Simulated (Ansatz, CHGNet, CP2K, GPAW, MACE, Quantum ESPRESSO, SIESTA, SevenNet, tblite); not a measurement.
# H15W3C3S4N3 (P-1) (56 atoms) in CP2K, part 2 of 4

How do the settings of CP2K change the result for H15W3C3S4N3 (P-1) (56 atoms)? A plane-wave run serves as the yardstick.

Program: CP2K 2026.2; the method stands at each step. Banners, paths, timers and routine set-up lines are dropped from the logs unmarked, and long logs keep their key lines alone; longer cuts are marked.

So far. Step 2 (PBE, DZVP-UZH, 600/50 Ry, diagonalisation): Forces lie 9.3 % from the reference's, at 0.93 times its CPU time (on 4 against 2 cores). Step 3 (GFN1-xTB, diagonalisation): Against the first run (9.3 %), the force difference from the reference is 98 %, at 0.012 times the CPU time (on 1 against 4 cores) (77 SCF steps against 18); the model has changed, so this is no error of the program alone.

## (4) PBE, SZV-MOLOPT-SR, 600/50 Ry, diagonalisation

Method: Kohn-Sham DFT, PBE, GTH-PBE pseudopotentials, Gaussian and plane waves, SZV-MOLOPT-SR-GTH, diagonalisation.

input.inp

```
&GLOBAL
  PROJECT cell
  RUN_TYPE ENERGY_FORCE
  PRINT_LEVEL LOW
&END GLOBAL
&FORCE_EVAL
  METHOD QS
  STRESS_TENSOR ANALYTICAL
  &DFT
    BASIS_SET_FILE_NAME BASIS_MOLOPT
    POTENTIAL_FILE_NAME GTH_POTENTIALS
    &MGRID
      CUTOFF 600
      REL_CUTOFF 50
      NGRIDS 5
    &END MGRID
    &QS
      EPS_DEFAULT 1.0E-12
    &END QS
    &SCF
      SCF_GUESS ATOMIC
      EPS_SCF 5.0E-06
      MAX_SCF 200
      ADDED_MOS 24
      &DIAGONALIZATION
        ALGORITHM STANDARD
      &END DIAGONALIZATION
      &SMEAR ON
        METHOD FERMI_DIRAC
        ELECTRONIC_TEMPERATURE [K] 580
      &END SMEAR
      &MIXING
        METHOD BROYDEN_MIXING
        ALPHA 0.15
        NBROYDEN 12
      &END MIXING
      &PRINT
        &RESTART OFF
        &END RESTART
      &END PRINT
    &END SCF
    &XC
      &XC_FUNCTIONAL PBE
      &END XC_FUNCTIONAL
    &END XC
    &PRINT
      &MULLIKEN ON
      &END MULLIKEN
      &HIRSHFELD ON
        SHAPE_FUNCTION DENSITY
      &END HIRSHFELD
      &MO ON
        EIGENVALUES T
        OCCUPATION_NUMBERS T
        MO_INDEX_RANGE 97 120
        &EACH
          QS_SCF 0
        &END EACH
        ADD_LAST NUMERIC
      &END MO
    &END PRINT
  &END DFT
  &SUBSYS
    &CELL
      A 9.08470 0.00000 0.00000
      B -2.56559 8.79358 0.00000
      C -4.28655 -3.61609 7.74969
    &END CELL
    &COORD
      H -2.52087 3.11155 2.84902
      H 4.75689 2.12939 4.94787
      H 4.97543 2.67950 2.45820
      H -2.80523 2.51350 5.28010
      H -0.84162 5.19989 7.51945
      H 3.03944 -0.03004 0.25434
      H 3.29462 -3.18065 7.65739
      H -1.06731 8.37211 0.07858
      H 0.02169 5.67879 4.05185
      H 2.24175 -0.50472 3.70141
      H 0.09498 6.21466 2.48013
      H 2.12624 -1.03517 5.22360
      H 6.39902 2.28353 0.59285
      H -4.13870 2.87532 7.13328
      H 6.88507 4.00107 0.67864
      H -4.69034 1.15780 7.08399
      H 5.24469 3.62238 0.26659
      H -2.99664 1.54414 7.42653
      H 0.45869 4.29719 5.66549
      H 1.79027 0.84487 2.06289
[... 32 atom lines left out ...]
      N 0.08401 4.84320 7.72567
      N -2.15061 -3.24865 7.74093
      N 0.46178 5.60925 3.20752
      N 1.68092 -0.42302 4.58751
    &END COORD
    &KIND H
      BASIS_SET SZV-MOLOPT-SR-GTH-q1
      POTENTIAL GTH-PBE-q1
    &END KIND
    &KIND W
      BASIS_SET SZV-MOLOPT-SR-GTH-q14
      POTENTIAL GTH-PBE-q14
    &END KIND
    &KIND C
      BASIS_SET SZV-MOLOPT-SR-GTH-q4
      POTENTIAL GTH-PBE-q4
    &END KIND
    &KIND S
      BASIS_SET SZV-MOLOPT-SR-GTH-q6
      POTENTIAL GTH-PBE-q6
    &END KIND
    &KIND N
      BASIS_SET SZV-MOLOPT-SR-GTH-q5
      POTENTIAL GTH-PBE-q5
    &END KIND
  &END SUBSYS
  &PRINT
    &FORCES ON
    &END FORCES
    &STRESS_TENSOR ON
    &END STRESS_TENSOR
  &END PRINT
&END FORCE_EVAL
```

Started as:

```console
> OMP_NUM_THREADS=1 cp2k.psmp -i input.inp > output.txt
```

Numbers of over 12 decimals in the logs are rounded to 6 here.

The log of the run:

```text
CP2K| version string:                                       CP2K version 2026.2
 CP2K| Input file name                                                 input.inp
 GLOBAL| Basis set file name                                        BASIS_MOLOPT
 GLOBAL| Potential file name                                      GTH_POTENTIALS
 GLOBAL| Run type                                                   ENERGY_FORCE
 GLOBAL| Total number of message passing processes                             1
 GLOBAL| Number of threads for this process                                    1
[... lines left out ...]
                        Smear method:                                FERMI_DIRAC
[... lines left out ...]
 Number of electrons:                                                        216
[... lines left out ...]
  Step     Update method      Time    Convergence         Total energy    Change
[... lines left out ...]
  *** SCF run converged in    19 steps ***
[... lines left out ...]
  Fermi energy:                                                 0.250869
  Total energy:                                              -600.544007
  Total energy (extrapolated to T->0):                       -600.543948
[... lines left out ...]
 MO| E(Fermi):            0.250869 a.u.          6.826498 eV
[... lines left out ...]
     56       N      5       5.000          5.132                        -0.132
  Total Charge                                                            0.000
 !-----------------------------------------------------------------------------!
 ENERGY| Total FORCE_EVAL ( QS ) energy [hartree]           -600.544029
 FORCES| Atomic forces [hartree/bohr]
 FORCES|   Atom     x               y               z               |f|
 FORCES|      1  2.84744301E-02 -1.87759781E-02  1.83031251E-02   3.87083313E-02
 FORCES|      2 -1.95564945E-03  1.35858657E-03 -1.76077351E-03   2.96152758E-03
 FORCES|      3  1.79471377E-02  1.31797902E-02  2.81232289E-03   2.24436133E-02
[...]
FORCES|     55  7.03479356E-02 -2.46894988E-02 -7.52304143E-02   1.05915148E-01
 FORCES|     56 -1.33054187E-02  2.85269068E-02 -5.65015920E-02   6.46780371E-02
 FORCES| Sum     5.81268587E-05 -1.01014197E-05  1.00772459E-05
 FORCES| Total atomic force                                       5.98524959E-05
 STRESS| Analytical stress tensor [bar]
 STRESS|                        x                   y                   z
 STRESS|      x        6.44704250529E+04   4.72713814185E+03  -1.53543011481E+03
 STRESS|      y        4.72713814185E+03   4.75955578514E+04   6.97521544341E+03
 STRESS|      z       -1.53543011481E+03   6.97521544341E+03   7.25668398043E+04
 STRESS| 1/3 Trace                                             6.15442742362E+04
```

Run time: 3.4 min. Hardware: 1 thread of Arm Neoverse V1, shared host; peak memory 2.2 GiB.

Compared with the plane-wave run:

* r.m.s. force component: 1.204 eV/Å
* r.m.s. difference of force components: 655 meV/Å
* longest difference of force vectors: 2305 meV/Å
* force difference over r.m.s. force: 75 %
* slope of forces against the reference's: 1.169
* correlation of force components: 0.8479
* gap (highest filled to lowest empty level): 0.6339 eV
* gap difference: 0.0909 eV
* pressure: 6.154 GPa
* pressure difference: 2.587 GPa

This is a coarse setting, run to see what it loses.

Against the first run (9.3 %), the force difference from the reference is 75 %, at 0.57 times the CPU time (on 1 against 4 cores), with 170 basis functions against 566; this set comes with other potentials too, so the change isn't the basis's alone.

## (5) PBE, TZVP-UZH, 600/50 Ry, diagonalisation

Method: Kohn-Sham DFT, PBE, GTH-PBE pseudopotentials, Gaussian and plane waves, TZVP-MOLOPT (UZH set), diagonalisation.

Edit input.inp of step 4 so:

```diff
@@ -9,4 +9,4 @@
   &DFT
-    BASIS_SET_FILE_NAME BASIS_MOLOPT
-    POTENTIAL_FILE_NAME GTH_POTENTIALS
+    BASIS_SET_FILE_NAME BASIS_MOLOPT_UZH
+    POTENTIAL_FILE_NAME POTENTIAL_UZH
     &MGRID
@@ -69,2 +69,3 @@
     &COORD
+      SCALED
 [... 56 atom lines left out: the same atoms as in the first run ...]
@@ -72,3 +73,3 @@
     &KIND H
-      BASIS_SET SZV-MOLOPT-SR-GTH-q1
+      BASIS_SET TZVP-MOLOPT-PBE-GTH-q1
       POTENTIAL GTH-PBE-q1
@@ -76,3 +77,3 @@
     &KIND W
-      BASIS_SET SZV-MOLOPT-SR-GTH-q14
+      BASIS_SET TZVP-MOLOPT-PBE-GTH-q14
       POTENTIAL GTH-PBE-q14
@@ -80,3 +81,3 @@
     &KIND C
-      BASIS_SET SZV-MOLOPT-SR-GTH-q4
+      BASIS_SET TZVP-MOLOPT-PBE-GTH-q4
       POTENTIAL GTH-PBE-q4
@@ -84,3 +85,3 @@
     &KIND S
-      BASIS_SET SZV-MOLOPT-SR-GTH-q6
+      BASIS_SET TZVP-MOLOPT-PBE-GTH-q6
       POTENTIAL GTH-PBE-q6
@@ -88,3 +89,3 @@
     &KIND N
-      BASIS_SET SZV-MOLOPT-SR-GTH-q5
+      BASIS_SET TZVP-MOLOPT-PBE-GTH-q5
       POTENTIAL GTH-PBE-q5
```

Started as:

```console
> OMP_NUM_THREADS=1 mpirun -np 4 cp2k.psmp -i input.inp > output.txt
```

The log of the run:

```text
CP2K| version string:                                       CP2K version 2026.2
 CP2K| Input file name                                                 input.inp
 GLOBAL| Basis set file name                                    BASIS_MOLOPT_UZH
 GLOBAL| Potential file name                                       POTENTIAL_UZH
 GLOBAL| Run type                                                   ENERGY_FORCE
 GLOBAL| Total number of message passing processes                             4
 GLOBAL| Number of threads for this process                                    1
 TOTAL NUMBERS AND MAXIMUM NUMBERS
  Total number of            - Atomic kinds:                                   5
                             - Atoms:                                         56
[... lines left out ...]
                        Smear method:                                FERMI_DIRAC
[... lines left out ...]
 Number of electrons:                                                        216
[... lines left out ...]
  Step     Update method      Time    Convergence         Total energy    Change
[... lines left out ...]
  *** SCF run converged in    18 steps ***
[... lines left out ...]
  Fermi energy:                                                 0.141891
  Total energy:                                              -602.556226
  Total energy (extrapolated to T->0):                       -602.556092
[... lines left out ...]
 MO| E(Fermi):            0.141891 a.u.          3.861048 eV
[... lines left out ...]
 !-----------------------------------------------------------------------------!
 !-----------------------------------------------------------------------------!
                           Hirshfeld Charges
  #Atom  Element  Kind  Ref Charge     Population                    Net charge
      1       H      1       1.000          0.914                         0.086
      2       H      1       1.000          0.910                         0.090
      3       H      1       1.000          0.895                         0.105
[...]
55       N      5       5.000          5.147                        -0.147
     56       N      5       5.000          5.138                        -0.138
  Total Charge                                                           -0.000
 !-----------------------------------------------------------------------------!
 ENERGY| Total FORCE_EVAL ( QS ) energy [hartree]           -602.556247
 FORCES| Atomic forces [hartree/bohr]
 FORCES|   Atom     x               y               z               |f|
 FORCES|      1  6.17411539E-03 -1.21319373E-02  2.20857639E-03   1.37906277E-02
 FORCES|      2  1.66420080E-02 -6.14529987E-03  9.11903852E-03   1.99468795E-02
 FORCES|      3  2.86785368E-02  2.05149029E-02 -3.78331656E-04   3.52627686E-02
[...]
FORCES|     55  6.32901922E-02 -2.24547455E-02 -6.17878956E-02   9.12557289E-02
 FORCES|     56 -7.10901330E-03  2.54214481E-02 -4.36472309E-02   5.10085175E-02
 FORCES| Sum     5.17214494E-05 -9.49568107E-06  1.84079922E-05
 FORCES| Total atomic force                                       5.57147239E-05
 STRESS| Analytical stress tensor [bar]
 STRESS|                        x                   y                   z
 STRESS|      x        4.35080513222E+04   1.96706114148E+03   2.03244524651E+03
 STRESS|      y        1.96706114148E+03   2.21761522534E+04  -1.17984712461E+03
 STRESS|      z        2.03244524651E+03  -1.17984712461E+03   3.71974774075E+04
 STRESS| 1/3 Trace                                             3.42938936611E+04
```

Run time: 91 s. Hardware: 4 MPI ranks; peak memory 3.3 GiB; 6.1 min of CPU time.

Against the reference:

```
r.m.s. force component                           : 0.8804 eV/Å
r.m.s. difference of force components            : 82.42 meV/Å
longest difference of force vectors              : 279.1 meV/Å
force difference over r.m.s. force               : 9.436 %
slope of forces against the reference's          : 1.004
correlation of force components                  : 0.9956
gap (highest filled to lowest empty level) : 0.54 eV
gap difference                                   : -0.003 eV
pressure                                         : 3.429 GPa
pressure difference                              : -0.1379 GPa
```

Against the first run (9.3 %), the force difference from the reference is 9.4 %, at 1.0 times the CPU time, with 730 basis functions against 566: size alone doesn't set the difference here.

## (6) PBE, DZVP-UZH, 420/50 Ry, diagonalisation

Method: Kohn-Sham DFT, PBE, GTH-PBE pseudopotentials, Gaussian and plane waves, DZVP-MOLOPT (UZH set), diagonalisation.

Edit input.inp of step 5 so:

```diff
@@ -12,5 +12,4 @@
     &MGRID
-      CUTOFF 600
+      CUTOFF 420
       REL_CUTOFF 50
-      NGRIDS 5
     &END MGRID
@@ -73,3 +72,3 @@
     &KIND H
-      BASIS_SET TZVP-MOLOPT-PBE-GTH-q1
+      BASIS_SET DZVP-MOLOPT-PBE-GTH-q1
       POTENTIAL GTH-PBE-q1
@@ -77,3 +76,3 @@
     &KIND W
-      BASIS_SET TZVP-MOLOPT-PBE-GTH-q14
+      BASIS_SET DZVP-MOLOPT-PBE-GTH-q14
       POTENTIAL GTH-PBE-q14
@@ -81,3 +80,3 @@
     &KIND C
-      BASIS_SET TZVP-MOLOPT-PBE-GTH-q4
+      BASIS_SET DZVP-MOLOPT-PBE-GTH-q4
       POTENTIAL GTH-PBE-q4
@@ -85,3 +84,3 @@
     &KIND S
-      BASIS_SET TZVP-MOLOPT-PBE-GTH-q6
+      BASIS_SET DZVP-MOLOPT-PBE-GTH-q6
       POTENTIAL GTH-PBE-q6
@@ -89,3 +88,3 @@
     &KIND N
-      BASIS_SET TZVP-MOLOPT-PBE-GTH-q5
+      BASIS_SET DZVP-MOLOPT-PBE-GTH-q5
       POTENTIAL GTH-PBE-q5
```

Started as:

```console
> OMP_NUM_THREADS=2 cp2k.psmp -i input.inp > output.txt
```

The log of the run:

```text
CP2K| version string:                                       CP2K version 2026.2
 CP2K| Input file name                                                 input.inp
 GLOBAL| Basis set file name                                    BASIS_MOLOPT_UZH
 GLOBAL| Potential file name                                       POTENTIAL_UZH
 GLOBAL| Run type                                                   ENERGY_FORCE
 GLOBAL| Total number of message passing processes                             1
 GLOBAL| Number of threads for this process                                    2
[... lines left out ...]
                        Smear method:                                FERMI_DIRAC
[... lines left out ...]
 Number of electrons:                                                        216
[... lines left out ...]
  Step     Update method      Time    Convergence         Total energy    Change
[... lines left out ...]
  *** SCF run converged in    18 steps ***
[... lines left out ...]
  Fermi energy:                                                 0.142847
  Total energy:                                              -602.537855
  Total energy (extrapolated to T->0):                       -602.537727
[... lines left out ...]
 MO| E(Fermi):            0.142847 a.u.          3.887077 eV
[... lines left out ...]
     56       N      5       5.000          5.134                        -0.134
  Total Charge                                                           -0.000
 !-----------------------------------------------------------------------------!
 ENERGY| Total FORCE_EVAL ( QS ) energy [hartree]           -602.537886
 FORCES| Atomic forces [hartree/bohr]
 FORCES|   Atom     x               y               z               |f|
 FORCES|      1  6.80431862E-03 -1.23258145E-02  2.62230741E-03   1.43213460E-02
 FORCES|      2  1.65854994E-02 -6.15090700E-03  9.08428855E-03   1.98855914E-02
 FORCES|      3  2.87270540E-02  2.05857723E-02 -5.15688408E-04   3.53452060E-02
[...]
FORCES|     55  6.38890761E-02 -2.35854353E-02 -6.34210667E-02   9.30608323E-02
 FORCES|     56 -7.28899702E-03  2.67033600E-02 -4.41834164E-02   5.21380207E-02
 FORCES| Sum    -1.24018522E-04 -6.34055422E-05  1.81300095E-04
 FORCES| Total atomic force                                       2.28627604E-04
 STRESS| Analytical stress tensor [bar]
 STRESS|                        x                   y                   z
 STRESS|      x        4.53271370777E+04   1.93152385025E+03   2.15647342371E+03
 STRESS|      y        1.93152385025E+03   2.33574394230E+04  -1.49512811707E+03
 STRESS|      z        2.15647342371E+03  -1.49512811707E+03   3.85428175915E+04
 STRESS| 1/3 Trace                                             3.57424646974E+04
```

It took 2.9 min on 2 threads; peak memory 1.6 GiB; 5.6 min of CPU time.

Compared with the plane-wave run:

- r.m.s. force component: 0.8951 eV/Å
- r.m.s. difference of force components: 81.39 meV/Å
- longest difference of force vectors: 307.8 meV/Å
- force difference over r.m.s. force: 9.318 %
- slope of forces against the reference's: 1.021
- correlation of force components: 0.9961
- gap (highest filled to lowest empty level): 0.5454 eV
- gap difference: 0.0024 eV
- pressure: 3.574 GPa
- pressure difference: 0.0069 GPa
- energy less the same-level run's: -0.0048 meV/atom
- r.m.s. force difference from the same-level run: 1.329 meV/Å

Against the first run (9.3 %), the force difference from the reference is 9.3 %, at 0.93 times the CPU time (on 2 against 4 cores): the change moves forces by 1.3 meV/Å r.m.s., so most of the difference comes from elsewhere.

## (7) PBE, DZVP-UZH, 840/50 Ry, diagonalisation

Method: Kohn-Sham DFT, PBE, GTH-PBE pseudopotentials, Gaussian and plane waves, DZVP-MOLOPT (UZH set), diagonalisation.

Edit input.inp of step 6 so:

```diff
@@ -12,4 +12,5 @@
     &MGRID
-      CUTOFF 420
+      CUTOFF 840
       REL_CUTOFF 50
+      NGRIDS 5
     &END MGRID
@@ -68,3 +69,2 @@
     &COORD
-      SCALED
 [... 56 atom lines left out: the same atoms as in the first run ...]
```

Started as:

```console
> OMP_NUM_THREADS=1 mpirun -np 4 cp2k.psmp -i input.inp > output.txt
```

The log of the run:

```text
CP2K| version string:                                       CP2K version 2026.2
 CP2K| Input file name                                                 input.inp
 GLOBAL| Basis set file name                                    BASIS_MOLOPT_UZH
 GLOBAL| Potential file name                                       POTENTIAL_UZH
 GLOBAL| Run type                                                   ENERGY_FORCE
 GLOBAL| Total number of message passing processes                             4
 GLOBAL| Number of threads for this process                                    1
[... lines left out ...]
                        Smear method:                                FERMI_DIRAC
[... lines left out ...]
 Number of electrons:                                                        216
[... lines left out ...]
  Step     Update method      Time    Convergence         Total energy    Change
[... lines left out ...]
  *** SCF run converged in    18 steps ***
[... lines left out ...]
  Fermi energy:                                                 0.142847
  Total energy:                                              -602.537842
  Total energy (extrapolated to T->0):                       -602.537714
[... lines left out ...]
 MO| E(Fermi):            0.142847 a.u.          3.887076 eV
[... lines left out ...]
     56       N      5       5.000          5.134                        -0.134
  Total Charge                                                           -0.000
 !-----------------------------------------------------------------------------!
 ENERGY| Total FORCE_EVAL ( QS ) energy [hartree]           -602.537873
 FORCES| Atomic forces [hartree/bohr]
 FORCES|   Atom     x               y               z               |f|
 FORCES|      1  6.80466166E-03 -1.23261713E-02  2.62273682E-03   1.43218947E-02
 FORCES|      2  1.65869575E-02 -6.15150300E-03  9.08431204E-03   1.98870026E-02
 FORCES|      3  2.87278619E-02  2.05866116E-02 -5.15213295E-04   3.53463445E-02
[...]
FORCES|     55  6.40375471E-02 -2.35645326E-02 -6.35421558E-02   9.32400139E-02
 FORCES|     56 -7.18976635E-03  2.67232403E-02 -4.42272212E-02   5.21715574E-02
 FORCES| Sum     6.90508935E-05 -1.97210102E-05 -2.06317820E-05
 FORCES| Total atomic force                                       7.47168962E-05
 STRESS| Analytical stress tensor [bar]
 STRESS|                        x                   y                   z
 STRESS|      x        4.53234759978E+04   1.93116258462E+03   2.15844210759E+03
 STRESS|      y        1.93116258462E+03   2.33512654048E+04  -1.49659983868E+03
 STRESS|      z        2.15844210759E+03  -1.49659983868E+03   3.85375577029E+04
 STRESS| 1/3 Trace                                             3.57374330352E+04
```

Run time: 2 min. Hardware: 4 MPI ranks; peak memory 4.8 GiB.

Compared with the plane-wave run:

```
r.m.s. force component                           : 0.8954 eV/Å
r.m.s. difference of force components            : 81.17 meV/Å
longest difference of force vectors              : 316.7 meV/Å
force difference over r.m.s. force               : 9.294 %
slope of forces against the reference's          : 1.021
correlation of force components                  : 0.9961
gap (highest filled to lowest empty level) : 0.5454 eV
gap difference                                   : 0.0024 eV
pressure                                         : 3.574 GPa
pressure difference                              : 0.0064 GPa
energy less the same-level run's                 : 0.0016 meV/atom
r.m.s. force difference from the same-level run  : 0.354 meV/Å
```

Against the first run (9.3 %), the force difference from the reference is 9.3 %, at 1.3 times the CPU time: the change moves forces by 0.35 meV/Å r.m.s., so most of the difference comes from elsewhere.

(Continued in part 3 of 4.)

[Also dropped from logs without a mark: logging warnings of Python, and SIESTA's first energy breakdown and zero terms.]

[Logs are printed without paths, hosts, clocks, repeated set-up lines and the standing remarks that a program may print on its own settings, such as how far it seeks lower states.]

[Hosts, paths, dates, database ids (printed as entryN), source tags and the programs' standing remarks are cut or masked in the printed files.]
